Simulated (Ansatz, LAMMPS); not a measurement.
# Relaxing glassy 52SiO2-10Al2O3-7FeO-21MgO-7CaO-3Na2O (mol %) (83 atoms), part 2 of 4

Wanted: the relaxed structure of glassy 52SiO2-10Al2O3-7FeO-21MgO-7CaO-3Na2O (mol %) (83 atoms) and its electronic structure.

Ansatz 0.2.0; Kohn-Sham DFT, PBE, PAW (set soft_2), plane waves.

The cell: 15 Si, 6 Al, 2 Fe, 6 Mg, 2 Ca, 2 Na and 50 O. The quench rate of 10 K/ps is orders of magnitude faster than experiment. The network of bonds at the start is that of the classical potential that made the cell. Without a Hubbard term or exact exchange, open shells on Fe are likely too delocalised. Sampling is at Γ alone, for a cell whose shortest periodic width is 10 Å.

So far. Step 3 (Single point at the start): The r.m.s. force component of 1.0 eV/Å and the pressure of 2.5 GPa set the starting point.

## Step 4: Relaxation

The atoms are relaxed in the fixed cell, aiming at the force tolerance of the input.

input.yaml

```yaml
crystal:
  lattice:
    - [10.14747, 0.0, 0.0]
    - [0.0, 10.14747, 0.0]
    - [0.0, 0.0, 10.14747]
  atoms:
    [... the 83 atom lines of step 3 ...]
magnetization:
  spin_polarized: true
kpoints:
  mp_grid: { grid: [1, 1, 1] }
hamiltonian:
  xc: pbe
scf:
  occupations: { method: gaussian, width: 0.025 }
  lower_state_search: "off"
output:
  forces: true
relax:
  f_tol: 0.05
  max_steps: 187
```

Command:

```console
> ansatz run input.yaml --threads 4 --pin off --max-ram 8192MiB --backend cpu --events-out ev --progress --plain --runs-dir out
```

Numbers of over 12 decimals in the logs are rounded to 6 here.

Output:

```text
[...]
Crystal: 83 atoms, lattice volume = 1044.897 Å³
Basis set: ecut = 420 eV, 20341 PW (Γ), exchange–correlation on 144×144×144 points (8 copies of the dense FFT grid, shifted against one another)
Bands: 341, of which v1, the nominal top of the filled ones, is band 254 counted from 1 (253 counted from 0)
Symmetry: 1 space group operations
[...]
k-points: 1
[...]
Starting moments: Σ|m| = 8 μB on 2 of 83 sites
[...]
SCF iter   1: F=—  HF=-68415.516338 eV  |F-HF|=—  |Δ(HF+E_count)|=         —  Δρ=1.23e-1 (↑1.22e-1 ↓1.23e-1)  dr2=6.91e2  dr2_m=3.84e1  M=-0.002 μB ∫|m|=0.522 μB  β_m=0.30  ethr=3.10e-3  ⟨swp⟩=8.0  Hψ=3217  notcnv=0  defer=137
[...]
SCF iter  36: F=-68330.008940 eV  HF=-68330.008943 eV  |F-HF|=2.10e-6  |Δ(HF+E_count)|=   7.83e-6  Δρ=1.16e-5 (↑1.16e-5 ↓9.97e-6)  dr2=2.71e-6  dr2_m=5.30e-7  M=0.120 μB ∫|m|=8.104 μB  ethr=1.23e-8  ⟨swp⟩=2.0  Hψ=1703  notcnv=0
SCF 1 converged in 36 iterations: F = -68330.008940 eV  dr2 = 2.71e-6
[...]
relax step   1: F+E_penalty+E_count = -68330.00894048 eV  Δ(F+E_penalty+E_count) = +0.000e0 eV  max|allowed force component| = 4.485e0 eV/Å  Δτ_max = 0.0000 Å  (36 SCF iters, dr2 threshold 6.25e-5 eV, accepted)
[... from here on, the SCF cycles and remarks between the steps are left out ...]
relax step   2: F+E_penalty+E_count = -68333.93687305 eV  Δ(F+E_penalty+E_count) = -3.928e0 eV  max|allowed force component| = 2.869e0 eV/Å  Δτ_max = 0.1970 Å  (23 SCF iters, dr2 threshold 1.00e-4 eV, accepted)
relax step   3: F+E_penalty+E_count = -68336.12806503 eV  Δ(F+E_penalty+E_count) = -2.191e0 eV  max|allowed force component| = 7.199e-1 eV/Å  Δτ_max = 0.1982 Å  (39 SCF iters, dr2 threshold 1.00e-4 eV, accepted)
relax step   4: F+E_penalty+E_count = -68336.65711282 eV  Δ(F+E_penalty+E_count) = -5.290e-1 eV  max|allowed force component| = 3.716e-1 eV/Å  Δτ_max = 0.1953 Å  (18 SCF iters, dr2 threshold 3.26e-5 eV, accepted)
relax step   5: F+E_penalty+E_count = -68336.87352406 eV  Δ(F+E_penalty+E_count) = -2.164e-1 eV  max|allowed force component| = 3.197e-1 eV/Å  Δτ_max = 0.1950 Å  (21 SCF iters, dr2 threshold 8.70e-6 eV, accepted)
relax step   6: F+E_penalty+E_count = -68336.98261193 eV  Δ(F+E_penalty+E_count) = -1.091e-1 eV  max|allowed force component| = 2.845e-1 eV/Å  Δτ_max = 0.1953 Å  (20 SCF iters, dr2 threshold 2.72e-5 eV, accepted)
relax step   7: F+E_penalty+E_count = -68337.03828297 eV  Δ(F+E_penalty+E_count) = -5.567e-2 eV  max|allowed force component| = 2.545e-1 eV/Å  Δτ_max = 0.1908 Å  (20 SCF iters, dr2 threshold 5.99e-5 eV, accepted)
relax step   8: F+E_penalty+E_count = -68337.07546831 eV  Δ(F+E_penalty+E_count) = -3.719e-2 eV  max|allowed force component| = 2.403e-1 eV/Å  Δτ_max = 0.1885 Å  (19 SCF iters, dr2 threshold 5.13e-5 eV, accepted)
relax step   9: F+E_penalty+E_count = -68337.10221733 eV  Δ(F+E_penalty+E_count) = -2.675e-2 eV  max|allowed force component| = 2.071e-1 eV/Å  Δτ_max = 0.1953 Å  (16 SCF iters, dr2 threshold 4.62e-5 eV, accepted)
relax step  10: F+E_penalty+E_count = -68337.12895538 eV  Δ(F+E_penalty+E_count) = -2.674e-2 eV  max|allowed force component| = 1.373e-1 eV/Å  Δτ_max = 0.2000 Å  (16 SCF iters, dr2 threshold 3.19e-5 eV, accepted)
relax step  11: F+E_penalty+E_count = -68337.13868632 eV  Δ(F+E_penalty+E_count) = -9.731e-3 eV  max|allowed force component| = 1.238e-1 eV/Å  Δτ_max = 0.1591 Å  (13 SCF iters, dr2 threshold 8.28e-6 eV, accepted)
relax step  12: F+E_penalty+E_count = -68337.07346332 eV  Δ(F+E_penalty+E_count) = +6.522e-2 eV  max|allowed force component| = 2.842e-1 eV/Å  Δτ_max = 0.2000 Å  (20 SCF iters, dr2 threshold 6.73e-6 eV, rejected (line search))
relax step  13: F+E_penalty+E_count = -68337.15412531 eV  Δ(F+E_penalty+E_count) = -1.544e-2 eV  max|allowed force component| = 5.811e-2 eV/Å  Δτ_max = 0.0686 Å  (24 SCF iters, accepted)
relax step  14: F+E_penalty+E_count = -68337.14948160 eV  Δ(F+E_penalty+E_count) = +4.644e-3 eV  max|allowed force component| = 1.442e-1 eV/Å  Δτ_max = 0.0782 Å  (22 SCF iters, rejected (line search))
relax step  15: F+E_penalty+E_count = -68337.15711061 eV  Δ(F+E_penalty+E_count) = -2.985e-3 eV  max|allowed force component| = 4.031e-2 eV/Å  Δτ_max = 0.0379 Å  (17 SCF iters, accepted)
SCF converged after 17 iterations
Magnetization: 0.2657 μB (254.1329 up, 253.8671 down)
Absolute magnetization: 8.1114 μB (∫|ρ↑−ρ↓|, with the PAW one-centre terms)
[...]
Per-site moments (μB) at R_I (Å): [(0.000691189, 0.666914), (0.00126168, 0.665473), (1.0275036983926523e-5, 0.654683), (1.622652054941613e-5, 0.656848), (0.000404151, 0.654223), [...]
Free energy (F): -68337.157111 eV
[...]
Internal energy: -68337.149518 eV  (E = F + TS)
E sigma→0 (E₀):  -68337.153314 eV
Entropy (-TS):   -0.007593 eV (-0.091 meV/atom)
Fermi energy:    7.082437 eV
[...]
--- Forces (eV/Å), atoms counted from 1 ---
  atom   1  Si    -0.00594209     0.00412394     0.01262555
  atom   2  Si     0.01752824    -0.01597940     0.00873428
  atom   3  Si     0.01214512     0.00073163     0.01880653
  atom   4  Si     0.02088733     0.00921585    -0.01407721
  atom   5  Si     0.03354203     0.01209252     0.01963859
  atom   6  Si     0.00491004     0.00059556     0.00361661
  atom   7  Si    -0.00848887     0.00174213     0.00140152
  atom   8  Si     0.00012977     0.00696309     0.00277577
  atom   9  Si     0.00589316    -0.00713014    -0.00359868
  atom  10  Si    -0.01982156     0.00539091    -0.00844529
  atom  11  Si     0.00603228     0.01262085    -0.00864556
  atom  12  Si     0.00062929     0.00549477     0.00097129
  atom  13  Si     0.02130199    -0.03644770     0.00672896
  atom  14  Si    -0.00431710     0.01000814    -0.02395781
[...]
atom  82  O      0.00593021    -0.00638311     0.00444960
  atom  83  O     -0.01748602    -0.01217073    -0.02464374
  max |Σ_I F_I| component: 7.30e-5 eV/Å
--- Relaxed structure (15 steps of the walk, 13 accepted, 0 SCFs on fresh bases) ---
  F+E_penalty+E_count = -68337.15711061 eV   max|allowed force component| = 4.031e-2 eV/Å
  atoms:
    - { symbol: Si, position: [0.115148, 0.207122, 0.759315] }
    - { symbol: Si, position: [0.131089, 0.392169, 0.233331] }
    - { symbol: Si, position: [0.809328, 0.457122, 0.576472] }
    - { symbol: Si, position: [0.073951, 0.514067, 0.709639] }
[...]
- { symbol: O, position: [0.798063, 0.314929, 0.640634] }
```

Elapsed: 4.6 min, on 4 threads of Intel Xeon 6975P-C (Granite Rapids), shared host; peak memory 2.3 GiB; 18 min of CPU time.

The steps of the relaxation:

```tsv
step	energy less that of the first step (eV)	largest force component (eV/Å)
1	0.0000	4.4853
2	-3.9279	2.8685
3	-6.1191	0.7199
4	-6.6482	0.3716
5	-6.8646	0.3197
6	-6.9737	0.2845
7	-7.0293	0.2545
8	-7.0665	0.2403
9	-7.0933	0.2071
10	-7.1200	0.1373
11	-7.1297	0.1238
12	-7.0645	0.2842
13	-7.1452	0.0581
14	-7.1405	0.1442
15	-7.1482	0.0403
```

Relaxation steps 12, 14 were tried and not accepted.

The atoms that moved most (Å):

```tsv
atom	dx	dy	dz	length
Na32	0.729	-1.129	-1.212	1.810
Na33	-0.452	0.359	0.060	0.580
O83	-0.164	-0.225	-0.425	0.508
O73	-0.026	0.465	-0.067	0.470
O66	0.217	0.352	0.026	0.414
O40	0.231	0.326	-0.079	0.407
O72	-0.275	-0.088	0.280	0.402
Si11	0.049	0.375	-0.003	0.379
```

The relaxation changed the energy by -86.1 meV/atom, and atoms moved by 0.30 Å r.m.s., 1.8 Å at most.

## Step 5: Local order after relaxation

Bonds before and after, by the cutoffs listed below:

```tsv
pair	bonds before	bonds after	mean before (Å)	mean after (Å)	spread before (Å)	spread after (Å)
O-Si	60	60	1.640	1.641	0.040	0.035
O-Al	24	24	1.744	1.772	0.040	0.051
O-Mg	29	29	2.078	2.078	0.131	0.124
O-Ca	10	11	2.433	2.399	0.092	0.181
O-Fe	8	8	2.158	2.049	0.117	0.082
```

Density 2.81 g/cm³, 12.59 Å³ an atom.

g(r), total and by pair (bins of 0.2 Å):

```tsv
r (Å)	total	O-O	O-Si	O-Al	O-Mg	O-Ca	O-Fe
1.50	0.24	0.00	1.11	0.00	0.00	0.00	0.00
1.70	3.17	0.00	11.26	8.20	0.00	0.00	0.00
1.90	0.57	0.00	0.00	2.45	3.31	0.00	2.25
2.10	0.63	0.00	0.00	0.00	4.78	0.88	5.76
2.30	0.32	0.00	0.00	0.00	1.33	3.95	0.00
2.50	0.43	0.81	0.00	0.00	0.00	2.04	0.65
2.70	1.52	3.72	0.00	0.19	0.20	1.14	0.56
2.90	1.08	1.96	0.07	0.16	0.33	0.00	0.49
3.10	1.13	1.22	0.63	0.14	0.88	0.41	0.00
3.30	1.11	0.90	0.81	1.12	0.50	1.13	0.38
3.50	0.89	0.71	1.14	0.77	0.81	0.34	1.67
3.70	0.91	0.54	1.46	1.81	0.72	0.62	0.91
3.90	0.92	0.83	1.09	0.81	1.18	1.63	1.67
4.10	0.98	0.47	1.68	1.82	1.83	0.49	1.01
4.30	1.19	0.77	1.92	1.86	1.06	1.13	0.67
4.50	1.10	0.91	1.15	1.10	1.44	1.64	1.42
4.70	0.97	1.05	0.53	0.88	1.38	1.14	2.06
4.90	1.02	1.35	0.81	0.64	0.93	1.21	1.55
```

Bonds by pair of elements; cutoffs follow the first minimum of g(r), held within bounds set by covalent radii, and pairs that aren't listed don't count as bonded:

```tsv
pair A-B	cutoff (Å)	bonds	mean length (Å)	spread (Å)	shortest (Å)	B about A	A about B
O-Si	2.12	60	1.64	0.035	1.59	1.2	4
O-Al	2.27	24	1.77	0.051	1.71	0.48	4
O-Mg	2.52	29	2.08	0.124	1.88	0.58	4.83
O-Ca	2.83	11	2.40	0.181	2.15	0.22	5.5
O-Fe	2.38	8	2.05	0.082	1.94	0.16	4
O-Na	2.71	9	2.41	0.166	2.19	0.18	4.5
```

The cutoff for O-Na falls short of the minimum of g(r), so counts run low and odd coordinations can be artefacts.

How many atoms have how many bonded neighbours:

```tsv
element	mean	2	3	4	5	6
Al	4	0	0	6	0	0
Ca	5.5	0	0	0	1	1
Fe	4	0	0	2	0	0
Mg	4.83	0	0	2	3	1
Na	4.5	0	0	1	1	0
O	2.82	16	27	7	0	0
Si	4	0	0	15	0	0
```

Bond angles, per cent of each kind in bins of 5°:

```tsv
angle (°)	O-Si-O	O-Mg-O	O-Al-O	O-Ca-O	Mg-O-Si
55–60	0.0	0.0	0.0	4.0	0.0
60–65	0.0	0.0	0.0	0.0	0.0
65–70	0.0	0.0	0.0	4.0	0.0
70–75	0.0	7.0	0.0	8.0	0.0
75–80	0.0	7.0	0.0	4.0	0.0
80–85	0.0	7.0	0.0	16.0	4.3
85–90	0.0	7.0	0.0	16.0	4.3
90–95	0.0	10.5	2.8	4.0	8.7
95–100	4.4	8.8	8.3	4.0	0.0
100–105	16.7	8.8	25.0	0.0	13.0
105–110	37.8	5.3	25.0	4.0	4.3
110–115	23.3	10.5	11.1	8.0	8.7
115–120	14.4	7.0	13.9	0.0	13.0
120–125	2.2	3.5	13.9	0.0	17.4
125–130	1.1	0.0	0.0	4.0	4.3
130–135	0.0	3.5	0.0	4.0	4.3
135–140	0.0	3.5	0.0	4.0	17.4
140–145	0.0	1.8	0.0	8.0	0.0
145–150	0.0	0.0	0.0	0.0	0.0
150–155	0.0	0.0	0.0	4.0	0.0
155–160	0.0	3.5	0.0	4.0	0.0
160–165	0.0	0.0	0.0	0.0	0.0
165–170	0.0	1.8	0.0	0.0	0.0
170–175	0.0	3.5	0.0	0.0	0.0
```

Bond angles (no mean is given where the spread exceeds 20°):

```tsv
angle	count	mean (°)	spread (°)
O-Si-O	90	109	5.4
O-Mg-O	57	-	-
O-Al-O	36	109	8
O-Ca-O	25	-	-
Mg-O-Si	23	115	16.3
```

Oxygen atoms by the number of network formers (Si, P, Ge, B, Al, As, Ga) bound to them:

```tsv
network formers bound to O	O atoms	per cent
0	1	2
1	15	30
2	33	66
3	1	2
```

Network units: each former by its oxygen neighbours and how many of them bridge to another former:

```tsv
former	O neighbours	bridging O	atoms
Si	4	1	1
Si	4	2	2
Si	4	3	5
Si	4	4	7
Al	4	3	3
Al	4	4	3
```

Bond length by coordination (bonds to H left out):

```tsv
element	coordination	atoms	mean bond length (Å)
Ca	5	1	2.39
Ca	6	1	2.41
Mg	4	2	2.00
Mg	5	3	2.09
Mg	6	1	2.16
Na	4	1	2.33
Na	5	1	2.47
O	2	16	1.65
O	3	27	1.91
O	4	7	2.06
```

Rings of the network by King's shortest-path rule, up to 12 atoms, one path for each pair of neighbours; H, halogens, alkali and alkaline-earth atoms are left out, and the last column divides by all other atoms, bonded or not:

```tsv
ring size (atoms)	rings	per network atom
6	3	0.041
8	5	0.068
10	6	0.082
12	12	0.164
```

For some of the pairs, g(r) has its first main peak near 2.7 Å (O-O), 1.6 Å (O-Si), 1.8 Å (O-Al), 2.0 Å (O-Mg), 2.3 Å (O-Ca) and 2.0 Å (O-Fe). The O-Si-O angle averages 109° with a spread of 5°. Counting bonds to Si and Al alone, not to Fe, 66 % of the oxygens join two of these atoms and 30 % one; 2 % join three; 2 % join none. The commonest Si unit has 4 oxygens, 4 of them shared with other formers (7 of 15 atoms). Rings of 12 atoms are the most common (46 % of those counted); sizes run from 6 to 12, where the search stops.

(Part 2 of 4 ends here.)

[Logs are printed without paths, hosts, clocks, repeated set-up lines and the standing remarks that a program may print on its own settings, such as how far it seeks lower states.]

[Hosts, paths, dates, database ids (printed as entryN), source tags and the programs' standing remarks are cut or masked in the printed files.]
